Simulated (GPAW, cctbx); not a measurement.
# Reading charge transfer from structure factors

K2TlRhCl6, Fm-3m (no. 225), a = 10.6307 Å, b = 10.6307 Å, c = 10.6307 Å, α = 90.00°, β = 90.00°, γ = 90.00°.

| atom | mult. | x | y | z |
| --- | --- | --- | --- | --- |
| Tl1 | 4 | 1/2 | 0 | 0 |
| Rh1 | 4 | 0 | 0 | 0 |
| K1 | 8 | 1/4 | 1/4 | 3/4 |
| Cl1 | 24 | 0.2229 | 0 | 0 |

The start was made by putting kin elements into a known structure type; the compound need not exist, or be stable, in this form.

Absolute values of the static structure factors of the conventional cell from DFT (PBE, GPAW) against free spherical atoms, in electrons:

```
hkl  d (Å)  free atoms  crystal
111  6.138       76.78    76.08
020  5.315      472.01   472.86
022  3.759      482.60   480.37
131  3.205      151.24   151.87
222  3.069       23.29    20.15
040  2.658      813.50   815.02
133  2.439      207.30   208.13
042  2.377      384.34   384.41
242  2.170      406.34   407.01
333  2.046      253.34   253.94
```

**Question.** Which way does charge move, and which reflections show it best?

Project each element's phase sum on the total phase. |F| rises if density moves to atoms that scatter in phase and falls if it moves to atoms that scatter against it; the rule is for low angles, since changes of shape take over beyond. Where all elements are in phase the terms compete, and the compactness of the donor's and the acceptor's density matters too.

| hkl | Tl in phase | Rh in phase | K in phase | Cl in phase | change (e) | (%) |
| --- | --- | --- | --- | --- | --- | --- |
| 111 | +4.0 | -4.0 | 0.0 | -4.1 | -0.70 | -0.9 |
| 020 | +4.0 | +4.0 | -8.0 | +8.5 | +0.85 | +0.2 |
| 022 | +4.0 | +4.0 | +8.0 | -7.1 | -2.23 | -0.5 |
| 131 | +4.0 | -4.0 | 0.0 | +1.2 | +0.63 | +0.4 |
| 222 | +4.0 | +4.0 | -8.0 | -22.6 | -3.14 | -13.5 |
| 040 | +4.0 | +4.0 | +8.0 | +22.2 | +1.52 | +0.2 |
| 133 | +4.0 | -4.0 | 0.0 | +6.5 | +0.82 | +0.4 |
| 042 | +4.0 | +4.0 | -8.0 | +6.7 | +0.07 | 0.0 |

Low-angle reflections that set elements apart and change by more than 0.05 e: 111, 020, 022, 131, 222, 133 and 042. The signs fit a gain of density on Cl and a loss on Tl, Rh and K, apart from 131. The best witness is 222, -13.5 %, where Cl enters with -22.6. The real-space density agrees: Voronoi charges Tl +0.28, Rh +0.21, K +0.28, Cl -0.18 e. The shortest bond, Rh–Cl, has Δρ = +0.03 e/Å³ at its midpoint, low for a shared bond; with the charge transfer this is a polar contact.

[Outputs are excerpts: Python notices, other lines and further rows are left out; steps that failed or that the build refused (PBEsol, TPSS) are not shown.]

[Logs are printed without paths, hosts, clocks, repeated set-up lines and the standing remarks that a program may print on its own settings, such as how far it seeks lower states.]
